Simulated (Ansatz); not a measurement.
# Ca2Ir, from a guessed structure to a relaxed one

Starting from a made-up structure for Ca2Ir, the aim is the relaxed cell, its shortest contacts and, where a second run follows, its electronic structure.

Main program and level: Ansatz 0.2.0; DFT, PBE, plane-wave PAW, files of the set soft_1, scalar-relativistic, no spin, cell and ions relaxed at zero pressure; PAW set soft_1, in the first sound run; inputs show where later runs differ.

## 1. Starting point

The structure is hexagonal, space group P6/mmm (No. 191). Conventional cell: a = 5.298 Å, b = 5.298 Å, c = 3.323 Å, α = 90.00°, β = 90.00°, γ = 120.00°. Nearest to Ir lie 2 Ir at 3.32 Å and 12 Ca at 3.48 Å. Ca has 5 Ca at 3.06 to 3.32 Å and 6 Ir at 3.48 Å nearest. Farther neighbours are not listed.

Coordinates:

```cif
data_structure
_symmetry_space_group_name_H-M 'P6/mmm'
_symmetry_Int_Tables_number 191
_cell_length_a 5.2980
_cell_length_b 5.2980
_cell_length_c 3.3230
_cell_angle_alpha 90.000
_cell_angle_beta 90.000
_cell_angle_gamma 120.000
_cell_volume 80.78
loop_
_atom_site_label
_atom_site_type_symbol
_atom_site_symmetry_multiplicity
_atom_site_Wyckoff_symbol
_atom_site_fract_x
_atom_site_fract_y
_atom_site_fract_z
_atom_site_occupancy
Ir1 Ir 1 a 0.00000 0.00000 0.00000 1
Ca1 Ca 2 d 0.66667 0.33333 0.50000 1
```

## 2. Relaxation of the guess

The guess takes its coordinates from another compound and its volume from a rule, so the cell and any free coordinates are relaxed together.

The input, input.yaml:

```yaml
crystal:
  lattice:
    - [5.298, 0.0, 0.0]
    - [-2.649, 4.588202589, 0.0]
    - [0.0, 0.0, 3.323]
  atoms:
    - { symbol: Ir, position: [0.0, 0.0, 0.0] }
    - { symbol: Ca, position: [0.666666667, 0.333333333, 0.5] }
    - { symbol: Ca, position: [0.333333333, 0.666666667, 0.5] }
kpoints:
  mp_grid: { grid: [6, 6, 8] }
scf:
  occupations: { method: fermi_dirac, width: 0.05 }
hamiltonian:
  xc: pbe
  pseudopotentials: { kind: paw, azcp: { folder: soft_1 } }
relax:
  f_tol: 0.015
  max_steps: 70
  cell: {}
output:
  forces: true
  stress: true
```

Command:

```bash
$ ansatz run input.yaml --threads 4 --pin off --max-ram 8192MiB --backend cpu --events-out ev --progress --plain --runs-dir out
```

Numbers of over 12 decimals in the logs are rounded to 6 here.

Log:

```text
Engine: ansatz 0.2.0, x86_64-unknown-linux-gnu
Pseudopotentials: kind: paw
Pseudopotential: Ir, paw, valence charge 17, recommended cutoff 420 eV (normal), soft_1/Ir.paw.azcp
Pseudopotential: Ca, paw, valence charge 10, recommended cutoff 420 eV (normal), soft_1/Ca.paw.azcp
Functional definition: PBE
  parameter kappa = 0.804
  parameter beta = 0.066725
  exchange = pbe_x(kappa = kappa, mu = beta*pi^2/3)
  correlation = pbe_c(beta = beta)
Crystal: 3 atoms, lattice volume = 80.776 Å³
Basis set: ecut = 420 eV, 1577 PW (Γ), exchange–correlation on 72×72×48 points (8 copies of the dense FFT grid, shifted against one another)
Bands: 23, of which v1, the nominal top of the filled ones, is band 19 counted from 1 (18 counted from 0)
Symmetry: 24 space group operations
Space group: P6/mmm (ITA 191), of the structure as read, at distance tolerance 4.3e-5 Å
k-points: 35 of 288
Non-local potential: Ir, projectors of the file, l = 0: 3, l = 1: 2, l = 2: 2, l = 3: 1
Non-local potential: Ca, projectors of the file, l = 0: 3, l = 1: 2, l = 2: 2
PAW form: soft (Blöchl's): semilocal exchange-correlation on the pseudo side does not see the compensation charge
PAW one-centre angular grid: Ir, 590 points (default); XC on 64 Gauss nodes
PAW one-centre angular grid: Ca, 110 points (default); XC on 64 Gauss nodes
Initial density: superposition of atomic densities (chi_scale 0.1, normalization cell, long waves kept (reshape's long-wave potential 0.00 eV rms))
Initial wavefunctions: pseudopotential atomic-orbital guess
Functional: x = pbe(κ = 0.804, μ = 0.219515), c = pbe(β = 0.066725)
SCF iter   1: F=—  HF=-15578.305527 eV  |F-HF|=—  |Δ(HF+E_count)|=         —  Δρ=2.47e-1  dr2=1.45e2  ethr=3.10e-3  ⟨swp⟩=7.4  Hψ=4241  notcnv=0
preconditioner: auto → Kerker (q_TF=auto, 2.395 Å⁻¹)  [metal: Δε(μ)=0.013 eV  Ē_g=2.239 eV  σ=0.050 eV  W_gap=0.07  n_scr=26 (ndim 8)  ℏωp=14.9 eV  f_vac=0.000  D(μ)=6.41/eV (n_scr^D=70)]
SCF iter   2: F=—  HF=-15569.880392 eV  |F-HF|=—  |Δ(HF+E_count)|=    8.43e0  Δρ=2.91e-2  dr2=9.18e-1  ethr=3.10e-3  ⟨swp⟩=3.8  Hψ=2096  notcnv=0  defer=1
SCF iter   3: F=—  HF=-15569.738934 eV  |F-HF|=—  |Δ(HF+E_count)|=   1.41e-1  Δρ=1.47e-2  dr2=2.30e-1  ethr=2.48e-3  ⟨swp⟩=2.0  Hψ=1068  notcnv=0  defer=1
SCF iter   4: F=—  HF=-15569.718820 eV  |F-HF|=—  |Δ(HF+E_count)|=   2.01e-2  Δρ=2.58e-3  dr2=4.75e-3  ethr=6.22e-4  ⟨swp⟩=2.9  Hψ=1360  notcnv=0  defer=1
SCF iter   5: F=—  HF=-15569.720355 eV  |F-HF|=—  |Δ(HF+E_count)|=   1.53e-3  Δρ=6.74e-4  dr2=4.16e-4  ethr=1.28e-5  ⟨swp⟩=2.5  Hψ=1481  notcnv=0  defer=1
SCF iter   6: F=—  HF=-15569.720325 eV  |F-HF|=—  |Δ(HF+E_count)|=   3.00e-5  Δρ=1.61e-4  dr2=5.03e-5  ethr=1.12e-6  ⟨swp⟩=2.0  Hψ=1003  notcnv=0  defer=1
SCF iter   7: F=—  HF=-15569.720327 eV  |F-HF|=—  |Δ(HF+E_count)|=   2.37e-6  Δρ=6.65e-5  dr2=1.17e-5  ethr=1.36e-7  ⟨swp⟩=2.2  Hψ=1013  notcnv=0  defer=1
SCF iter   8: F=—  HF=-15569.720326 eV  |F-HF|=—  |Δ(HF+E_count)|=   8.55e-7  Δρ=2.24e-5  dr2=1.41e-6  ethr=3.17e-8  ⟨swp⟩=1.1  Hψ=808  notcnv=0  defer=1
SCF iter   9: F=-15569.720326 eV  HF=-15569.720326 eV  |F-HF|=3.93e-8  |Δ(HF+E_count)|=   1.66e-7  Δρ=4.36e-6  dr2=4.63e-8  ethr=2.70e-10  ⟨swp⟩=3.1  Hψ=2879  notcnv=0
SCF 1 converged in 9 iterations: F = -15569.720326 eV  dr2 = 4.63e-8
  greatest PAW one-centre occupation: 1.000 electrons in one spin orbital (limit 2), on the Ir atom at site 0 (counted from 0), in its partial waves of l = 0
relax step   1: F+E_penalty+E_count = -15569.72032586 eV  Δ(F+E_penalty+E_count) = +0.000e0 eV  max|allowed force component| = 7.401e-17 eV/Å  Δτ_max = 0.0000 Å  P = -7.845 GPa  Ω = 80.776 Å³  (9 SCF iters, dr2 threshold 1.00e-7 eV, accepted)
Crystal: 3 atoms, lattice volume = 70.392 Å³
Basis set: ecut = 420 eV, 1361 PW (Γ), exchange–correlation on 72×72×48 points (8 copies of the dense FFT grid, shifted against one another)
Initial density: handed on by an earlier stage of this run
Initial wavefunctions: those handed on with the density
SCF iter   1: F=—  HF=-15570.280467 eV  |F-HF|=—  |Δ(HF+E_count)|=         —  Δρ=3.35e-2  dr2=2.03e0  ethr=3.10e-3  ⟨swp⟩=6.7  Hψ=3798  notcnv=0
preconditioner: auto → Kerker (q_TF=auto, 2.451 Å⁻¹)  [metal: Δε(μ)=0.052 eV  Ē_g=3.237 eV  σ=0.050 eV  W_gap=0.25  n_scr=20 (ndim 8)  ℏωp=16.0 eV  f_vac=0.000  D(μ)=4.57/eV (n_scr^D=44)]
SCF iter   2: F=—  HF=-15570.152436 eV  |F-HF|=—  |Δ(HF+E_count)|=   1.28e-1  Δρ=1.39e-2  dr2=3.54e-1  ethr=3.10e-3  ⟨swp⟩=1.9  Hψ=1165  notcnv=0  defer=3
SCF iter   3: F=—  HF=-15570.120130 eV  |F-HF|=—  |Δ(HF+E_count)|=   3.23e-2  Δρ=3.43e-3  dr2=2.37e-2  ethr=9.56e-4  ⟨swp⟩=1.6  Hψ=840  notcnv=0  defer=3
SCF iter   4: F=—  HF=-15570.117042 eV  |F-HF|=—  |Δ(HF+E_count)|=   3.09e-3  Δρ=6.28e-4  dr2=6.83e-4  ethr=6.41e-5  ⟨swp⟩=1.5  Hψ=841  notcnv=0  defer=3
SCF iter   5: F=—  HF=-15570.116960 eV  |F-HF|=—  |Δ(HF+E_count)|=   8.21e-5  Δρ=1.25e-4  dr2=1.08e-5  ethr=1.84e-6  ⟨swp⟩=1.7  Hψ=933  notcnv=0  defer=3
SCF iter   6: F=—  HF=-15570.116960 eV  |F-HF|=—  |Δ(HF+E_count)|=   3.33e-7  Δρ=2.37e-5  dr2=3.71e-7  ethr=2.91e-8  ⟨swp⟩=2.2  Hψ=1084  notcnv=0  defer=3
SCF iter   7: F=-15570.116960 eV  HF=-15570.116960 eV  |F-HF|=7.27e-8  |Δ(HF+E_count)|=   2.13e-7  Δρ=8.67e-6  dr2=9.94e-8  ethr=8.11e-10  ⟨swp⟩=4.0  Hψ=2575  notcnv=0
SCF 2 converged in 7 iterations: F = -15570.116960 eV  dr2 = 9.94e-8
relax step   2: F+E_penalty+E_count = -15570.11696010 eV  Δ(F+E_penalty+E_count) = -3.966e-1 eV  max|allowed force component| = 1.357e-16 eV/Å  Δτ_max = 0.0000 Å  P = -3.604 GPa  Ω = 70.392 Å³  energy of the carried Pulay correction = +8.000e-4 eV  (7 SCF iters, dr2 threshold 3.00e-7 eV, accepted)
Crystal: 3 atoms, lattice volume = 63.448 Å³
Basis set: ecut = 420 eV, 1229 PW (Γ), exchange–correlation on 72×72×48 points (8 copies of the dense FFT grid, shifted against one another)
iter 1 solved again at ethr=2.09e-3 eV; its pass at ethr=3.10e-3 eV (dr2=7.72e-1 eV) is discarded
SCF iter   1: F=—  HF=-15570.247958 eV  |F-HF|=—  |Δ(HF+E_count)|=         —  Δρ=2.23e-2  dr2=7.80e-1  ethr=2.09e-3  ⟨swp⟩=1.0  Hψ=4458  notcnv=0
preconditioner: auto → none  [metal: Δε(μ)=0.042 eV  Ē_g=13.382 eV  σ=0.050 eV  W_gap=0.20  n_scr=8 (ndim 8)  ℏωp=23.3 eV  f_vac=0.000  D(μ)=3.20/eV (n_scr^D=32)]
SCF iter   2: F=—  HF=-15570.170605 eV  |F-HF|=—  |Δ(HF+E_count)|=   7.74e-2  Δρ=6.10e-3  dr2=3.96e-2  ethr=2.09e-3  ⟨swp⟩=2.1  Hψ=1049  notcnv=0
SCF iter   3: F=—  HF=-15570.165187 eV  |F-HF|=—  |Δ(HF+E_count)|=   5.42e-3  Δρ=1.50e-3  dr2=2.93e-3  ethr=1.07e-4  ⟨swp⟩=2.1  Hψ=1167  notcnv=0
SCF iter   4: F=—  HF=-15570.164916 eV  |F-HF|=—  |Δ(HF+E_count)|=   2.72e-4  Δρ=3.38e-4  dr2=7.82e-5  ethr=7.93e-6  ⟨swp⟩=1.8  Hψ=891  notcnv=0
SCF iter   5: F=—  HF=-15570.164922 eV  |F-HF|=—  |Δ(HF+E_count)|=   6.67e-6  Δρ=4.55e-5  dr2=1.46e-6  ethr=2.11e-7  ⟨swp⟩=2.0  Hψ=1029  notcnv=0
SCF iter   6: F=-15570.164923 eV  HF=-15570.164923 eV  |F-HF|=3.02e-9  |Δ(HF+E_count)|=   5.18e-7  Δρ=7.68e-6  dr2=2.51e-8  ethr=8.11e-10  ⟨swp⟩=4.0  Hψ=2490  notcnv=0
SCF 3 converged in 6 iterations: F = -15570.164923 eV  dr2 = 2.51e-8
relax step   3: F+E_penalty+E_count = -15570.16492296 eV  Δ(F+E_penalty+E_count) = -4.796e-2 eV  max|allowed force component| = 1.234e-17 eV/Å  Δτ_max = 0.0000 Å  P = +1.950 GPa  Ω = 63.448 Å³  energy of the carried Pulay correction = +1.451e-3 eV  (6 SCF iters, dr2 threshold 3.00e-7 eV, accepted)
Crystal: 3 atoms, lattice volume = 65.578 Å³
Basis set: ecut = 420 eV, 1301 PW (Γ), exchange–correlation on 72×72×48 points (8 copies of the dense FFT grid, shifted against one another)
iter 1 solved again at ethr=1.82e-4 eV; its pass at ethr=3.10e-3 eV (dr2=6.75e-2 eV) is discarded
SCF iter   1: F=—  HF=-15570.185719 eV  |F-HF|=—  |Δ(HF+E_count)|=         —  Δρ=6.72e-3  dr2=7.33e-2  ethr=1.82e-4  ⟨swp⟩=1.0  Hψ=4420  notcnv=0
preconditioner: auto → none  [metal: Δε(μ)=0.010 eV  Ē_g=13.405 eV  σ=0.050 eV  W_gap=0.05  n_scr=8 (ndim 8)  ℏωp=22.9 eV  f_vac=0.000  D(μ)=3.02/eV (n_scr^D=26)]
SCF iter   2: F=—  HF=-15570.176828 eV  |F-HF|=—  |Δ(HF+E_count)|=   8.89e-3  Δρ=9.71e-4  dr2=3.94e-4  ethr=1.82e-4  ⟨swp⟩=2.0  Hψ=1146  notcnv=0
SCF iter   3: F=—  HF=-15570.176720 eV  |F-HF|=—  |Δ(HF+E_count)|=   1.08e-4  Δρ=3.67e-4  dr2=9.59e-5  ethr=1.06e-6  ⟨swp⟩=2.0  Hψ=1299  notcnv=0
SCF iter   4: F=—  HF=-15570.176719 eV  |F-HF|=—  |Δ(HF+E_count)|=   1.01e-6  Δρ=7.44e-5  dr2=1.60e-6  ethr=2.59e-7  ⟨swp⟩=2.1  Hψ=969  notcnv=0
iter 5 did not close the SCF: its close was put off for the readings that it lacked (scf_convergence_deferred on its scf_iter line)
SCF iter   5: F=-15570.176721 eV  HF=-15570.176721 eV  |F-HF|=4.75e-8  |Δ(HF+E_count)|=   1.64e-6  Δρ=1.29e-5  dr2=5.21e-8  ethr=4.32e-9  ⟨swp⟩=2.9  Hψ=1513  notcnv=0
SCF iter   6: F=-15570.176721 eV  HF=-15570.176721 eV  |F-HF|=1.64e-10  |Δ(HF+E_count)|=   5.84e-8  Δρ=1.56e-6  dr2=1.74e-9  ethr=1.41e-10  ⟨swp⟩=2.0  Hψ=2492  notcnv=0
SCF 4 converged in 6 iterations: F = -15570.176721 eV  dr2 = 1.74e-9
relax step   4: F+E_penalty+E_count = -15570.17672085 eV  Δ(F+E_penalty+E_count) = -1.180e-2 eV  max|allowed force component| = 7.401e-17 eV/Å  Δτ_max = 0.0000 Å  P = -0.088 GPa  Ω = 65.578 Å³  energy of the carried Pulay correction = +1.239e-3 eV  (6 SCF iters, dr2 threshold 3.00e-7 eV, accepted)
Crystal: 3 atoms, lattice volume = 65.478 Å³
iter 1 solved again at ethr=4.47e-7 eV; its pass at ethr=3.10e-3 eV (dr2=1.65e-4 eV) is discarded
SCF iter   1: F=—  HF=-15570.176774 eV  |F-HF|=—  |Δ(HF+E_count)|=         —  Δρ=3.33e-4  dr2=1.81e-4  ethr=4.47e-7  ⟨swp⟩=2.9  Hψ=4260  notcnv=0
preconditioner: auto → none  [metal: Δε(μ)=0.034 eV  Ē_g=13.390 eV  σ=0.050 eV  W_gap=0.17  n_scr=8 (ndim 8)  ℏωp=22.9 eV  f_vac=0.000  D(μ)=3.09/eV (n_scr^D=26)]
SCF iter   2: F=—  HF=-15570.176756 eV  |F-HF|=—  |Δ(HF+E_count)|=   1.81e-5  Δρ=5.20e-5  dr2=1.29e-6  ethr=4.47e-7  ⟨swp⟩=2.0  Hψ=986  notcnv=0
SCF iter   3: F=—  HF=-15570.176757 eV  |F-HF|=—  |Δ(HF+E_count)|=   1.44e-6  Δρ=1.94e-5  dr2=3.91e-7  ethr=3.48e-9  ⟨swp⟩=2.0  Hψ=1313  notcnv=0
iter 4 did not close the SCF: its close was put off for the readings that it lacked (scf_convergence_deferred on its scf_iter line)
SCF iter   4: F=-15570.176757 eV  HF=-15570.176757 eV  |F-HF|=4.26e-9  |Δ(HF+E_count)|=   2.18e-8  Δρ=4.46e-6  dr2=5.73e-9  ethr=1.06e-9  ⟨swp⟩=2.0  Hψ=956  notcnv=0
iter 5 did not close the SCF: its close was put off for the readings that it lacked (scf_convergence_deferred on its scf_iter line)
SCF iter   5: F=-15570.176757 eV  HF=-15570.176757 eV  |F-HF|=9.09e-12  |Δ(HF+E_count)|=   5.11e-9  Δρ=5.59e-7  dr2=1.45e-10  ethr=1.55e-11  ⟨swp⟩=2.9  Hψ=1543  notcnv=0
SCF iter   6: F=-15570.176757 eV  HF=-15570.176757 eV  |F-HF|=1.82e-12  |Δ(HF+E_count)|=  8.19e-11  Δρ=5.94e-8  dr2=1.80e-12  ethr=1.00e-12  ⟨swp⟩=1.1  Hψ=1965  notcnv=0
SCF 5 converged in 6 iterations: F = -15570.176757 eV  dr2 = 1.80e-12
relax step   5: F+E_penalty+E_count = -15570.17675715 eV  Δ(F+E_penalty+E_count) = -3.630e-5 eV  max|allowed force component| = 3.701e-17 eV/Å  Δτ_max = 0.0000 Å  P = -0.001 GPa  Ω = 65.478 Å³  energy of the carried Pulay correction = +1.249e-3 eV  (6 SCF iters, dr2 threshold 2.22e-8 eV, accepted)
Initial wavefunctions: pseudopotential atomic-orbital guess (no wavefunctions were taken with the density)
iter 1 solved again at ethr=1.04e-5 eV; its pass at ethr=3.10e-3 eV (dr2=3.83e-3 eV) is discarded
SCF iter   1: F=—  HF=-15570.175666 eV  |F-HF|=—  |Δ(HF+E_count)|=         —  Δρ=2.11e-4  dr2=4.56e-6  ethr=1.04e-5  ⟨swp⟩=2.1  Hψ=5130  notcnv=0
eigensolver tolerance schedule: the retry pair's looser diagonalisation over-reported the residual by 840.44 of it (diagonalisation noise at an unbounded share of the residual, at the tolerance the schedule requests for it); recorded, not acted on — ethr = c·dr2/N_el stays at c = 1.0e-1
preconditioner: auto → none  [metal: Δε(μ)=0.033 eV  Ē_g=13.391 eV  σ=0.050 eV  W_gap=0.17  n_scr=8 (ndim 8)  ℏωp=22.9 eV  f_vac=0.000  D(μ)=3.08/eV (n_scr^D=26)]
SCF iter   2: F=—  HF=-15570.175685 eV  |F-HF|=—  |Δ(HF+E_count)|=   1.89e-5  Δρ=1.03e-4  dr2=1.00e-6  ethr=1.23e-8  ⟨swp⟩=2.3  Hψ=1459  notcnv=0
SCF iter   3: F=—  HF=-15570.175689 eV  |F-HF|=—  |Δ(HF+E_count)|=   4.10e-6  Δρ=9.21e-6  dr2=4.17e-8  ethr=2.71e-9  ⟨swp⟩=2.0  Hψ=1449  notcnv=0
SCF iter   4: F=—  HF=-15570.175689 eV  |F-HF|=—  |Δ(HF+E_count)|=   1.28e-8  Δρ=2.99e-6  dr2=2.91e-9  ethr=1.13e-10  ⟨swp⟩=2.0  Hψ=915  notcnv=0
SCF iter   5: F=—  HF=-15570.175689 eV  |F-HF|=—  |Δ(HF+E_count)|=   1.99e-9  Δρ=4.09e-7  dr2=9.59e-11  ethr=7.87e-12  ⟨swp⟩=2.1  Hψ=1050  notcnv=0
SCF iter   6: F=-15570.175689 eV  HF=-15570.175689 eV  |F-HF|=9.09e-12  |Δ(HF+E_count)|=  5.46e-12  Δρ=1.24e-7  dr2=1.37e-11  ethr=1.00e-12  ⟨swp⟩=5.2  Hψ=3386  notcnv=0
SCF 6 converged in 6 iterations: F = -15570.175689 eV  dr2 = 1.37e-11
relax step   6: F+E_penalty+E_count = -15570.17568927 eV  Δ(F+E_penalty+E_count) = +1.068e-3 eV  max|allowed force component| = 1.402e-30 eV/Å  Δτ_max = 0.0000 Å  P = -0.008 GPa  Ω = 65.478 Å³  stress off target by 1.80e-2 GPa  SCF on the basis re-selected at this cell (its energy is not comparable with the rows above)  (6 SCF iters)
basis re-selected at this cell: Δ(F+E_penalty+E_count) = +1.068e-3 eV, ΔP = -0.007 GPa vs the last step (what re-selecting the basis moved, of the pressure what is left beyond the Pulay correction that the steps carried, after the strain that the cell walked since its last selection, with what the two solves' SCF thresholds leave and, on support functions, any second-order correction that the steps lacked; it is no m [...]
SCF converged after 6 iterations
Free energy (F): -15570.175689 eV
Harris-Foulkes:  -15570.175689 eV  (|F-HF|=9.09e-12)
Internal energy: -15570.151965 eV  (E = F + TS)
E sigma→0 (E₀):  -15570.163827 eV
Entropy (-TS):   -0.023725 eV (-7.908 meV/atom)
Fermi energy:    12.121853 eV
--- Per-component energies (eV) ---
  E_band       = -473.493457
  E_kinetic    = 1053.606172
  E_local      = -3099.126375  (includes V_loc(G=0)·N_el)
  E_nonlocal   = 371.385959
  E_hartree    = 1100.819719
  E_xc         = -486.816007
  E_vxc        = -575.184186  (∫ρ·V_xc dr)
  E_paw        = -10996.189869  (= ΣΔE_a)
  E_vpaw       = -425.814914  (= ΣTr[D̂ρ^β])
  E_aug_tail   = 0.000347  (compensation charges beyond the density's cutoff)
  E_ewald      = -3513.831911
  E_smearing   = -0.023725  (= −TS)
  E_closure    = -0.000000  (closes the sum)
  Σ components = -15570.175689   (vs F -15570.175689, Δ=0.00e0)
--- Forces (eV/Å), atoms counted from 1 ---
  atom   1  Ir    -0.00000000    -0.00000000     0.00000000
  atom   2  Ca     0.00000000     0.00000000     0.00000000
  atom   3  Ca     0.00000000     0.00000000     0.00000000
  max |Σ_I F_I| component: 2.10e-30 eV/Å
--- Stress (GPa, compression-positive) ---
       -0.018019      -0.000000       0.000000
        0.000000      -0.018019       0.000000
        0.000000       0.000000       0.012053
  P = ⅓ Tr σ = -0.0080 GPa (-0.080 kbar)
--- Relaxed structure (5 steps of the walk, 5 accepted, 1 SCFs on fresh bases) ---
  F+E_penalty+E_count = -15570.17568927 eV   max|allowed force component| = 1.402e-30 eV/Å   (the final SCF, on the basis selected at the relaxed cell)
  cell:  # Å, volume = 65.4781 Å³
    - [4.912809, 0, 0.0]
    - [-2.456405, 4.254618, 0.0]
    - [0.0, 0.0, 3.132605]
  atoms:
    - { symbol: Ir, position: [0, 0, 0.0] }
    - { symbol: Ca, position: [0.666667, 0.333333, 0.500000] }
    - { symbol: Ca, position: [0.333333, 0.666667, 0.500000] }
```

Wall time 6 s (4 threads of Intel Xeon Platinum 8259CL at 2.50GHz (Skylake/Cascade Lake), shared host); peak memory 0.46 GiB; 20 s of CPU time.

Step by step:

| step | energy less that of the first step (eV) | largest force component (eV/Å) | pressure (GPa) | volume (Å³) |
| --- | --- | --- | --- | --- |
| 1 | 0.0000 | 0.0000 | -7.85 | 80.78 |
| 2 | -0.3966 | 0.0000 | -3.60 | 70.39 |
| 3 | -0.4446 | 0.0000 | 1.95 | 63.45 |
| 4 | -0.4564 | 0.0000 | -0.09 | 65.58 |
| 5 | -0.4564 | 0.0000 | 0.00 | 65.48 |
| 6* | -0.4554 | 0.0000 | -0.01 | 65.48 |

Relaxation steps marked * repeat the geometry before them on a plane-wave basis chosen anew for their cell, so energy and pressure can jump there.

The run keeps the 24 symmetry operations that it works with, so distortions that break them were not tested.

| conventional cell, symmetrised | before | after | change |
| --- | --- | --- | --- |
| a (Å) | 5.298 | 4.913 | -7.3 % |
| b (Å) | 5.298 | 4.913 | -7.3 % |
| c (Å) | 3.323 | 3.133 | -5.7 % |
| volume (Å³/atom) | 26.93 | 21.83 | -18.9 % |

The relaxed structure:

```
Ir Ca
1.0
     4.91281    0.00000    0.00000
    -2.45640    4.25462    0.00000
     0.00000    0.00000    3.13260
Ir Ca
1 2
Cartesian
  0.0000 0.0000 0.0000
  2.4564 1.4182 1.5663
  0.0000 2.8364 1.5663
```

Numbers from this step:

```yaml
free_energy: -15570.1757 eV
energy_at_zero_smearing: -15570.1638 eV
smearing_term_ts: 0.02372 eV
fermi_energy: 12.12 eV
electrons: 37
symmetry_operations: 24
pressure: -0.007995 GPa
```

The shortest distance of each pair, which need not be the same contact before and after:

| pair | guess (Å) | relaxed (Å) |
| --- | --- | --- |
| Ca–Ca | 3.059 | 2.836 |
| Ir–Ir | 3.323 | 3.133 |
| Ca–Ir | 3.481 | 3.240 |

The relaxation ends with a pressure of -0.01 GPa.

[end of part 1 of 2]

[Logs are printed without paths, hosts, clocks, repeated set-up lines and the standing remarks that a program may print on its own settings, such as how far it seeks lower states.]

[Hosts, paths, dates, database ids (printed as entryN), source tags and the programs' standing remarks are cut or masked in the printed files.]
